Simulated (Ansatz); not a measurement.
**Quasiparticle gap of CdS (Hawleyite)**

Symmetry: F-43m, No. 216, cubic system. The conventional cell has a = 5.833 Å, b = 5.833 Å, c = 5.833 Å, α = 90.00°, β = 90.00°, γ = 90.00°. Cd has 4 S at 2.53 Å nearest. Nearest to S lie 4 Cd at 2.53 Å. Farther neighbours and most contacts between anions are not listed.

```xyz
2
Lattice="0.0000 2.9165 2.9165 2.9165 0.0000 2.9165 2.9165 2.9165 0.0000" Properties=species:S:1:pos:R:3 pbc="T T T"
Cd    0.0000    0.0000    0.0000
S     1.4583    1.4583    1.4583
```

* method: G0W0 on HSE06, plane waves, PAW; PAW set soft_1 (and 1 further level or step)
* program: Ansatz 0.2.0
* settings of one run: cutoff 420 eV, 4×4×4 k-mesh, PAW set soft 1, empty bands 148, screening cutoff 120 eV, screening contour deformation, QP bands (v2, c2)
* cost: 2 runs, 36 s in all on 1 × NVIDIA H100 80GB HBM3 (shared by 6 runs) with 3 threads of AMD EPYC 7R13 (Zen 3), shared host (the runs of this entry)
* notes: In doubt: masses and optical values from hybrid runs of this build are listed as unsure (in some of the runs), which bears on the screening that GW takes from such a start. The cell and positions come from the Crystallography Open Database and are kept as given unless a step says otherwise. Limits: no spin-orbit coupling. Bands and cutoff are finite, so the gap is not at the basis limit. The miss can reach some tenths of an eV and take either sign; the mesh is an error of its own. The 4×4×4 mesh is coarse for this cell (its supercell is 16 Å along the shortest edge). The RPA ε∞ on it, from the HSE06 start, is 5.46; such meshes misread the long-range screening, most where the gap is narrow.
* HSE06 gap: 2.18 eV, direct
* G0W0 gap on the mesh: 2.46 eV, from k = Γ to k = Γ
* GW settings: 4×4×4 mesh, 148 empty bands, screening to 120 eV, PAW set soft_1 files
* known limits: not at the basis limit; no spin-orbit coupling; coarse k mesh

G0W0 changes the gap by +0.28 eV, from 2.18 eV to 2.46 eV on the mesh: the valence edge shifts by −0.25 eV and the conduction edge by +0.03 eV on the run's own scale. Z is 0.78 and 0.81 at the edges, as usual for well-defined quasiparticles.

[Paths, hosts, dates, memory and timing lines, banners, echoed tables and standing remarks are left out of the program output.]

[Logs are printed without paths, hosts, clocks, repeated set-up lines and the standing remarks that a program may print on its own settings, such as how far it seeks lower states.]

[Runs of the session that timed out or met a known fault of the program may be left out.]

[Cells called generated may have been cut or substituted from an entry of the Crystallography Open Database or the Materials Project.]

[Hosts, paths, dates, database ids (printed as entryN), source tags and the programs' standing remarks are cut or masked in the printed files.]
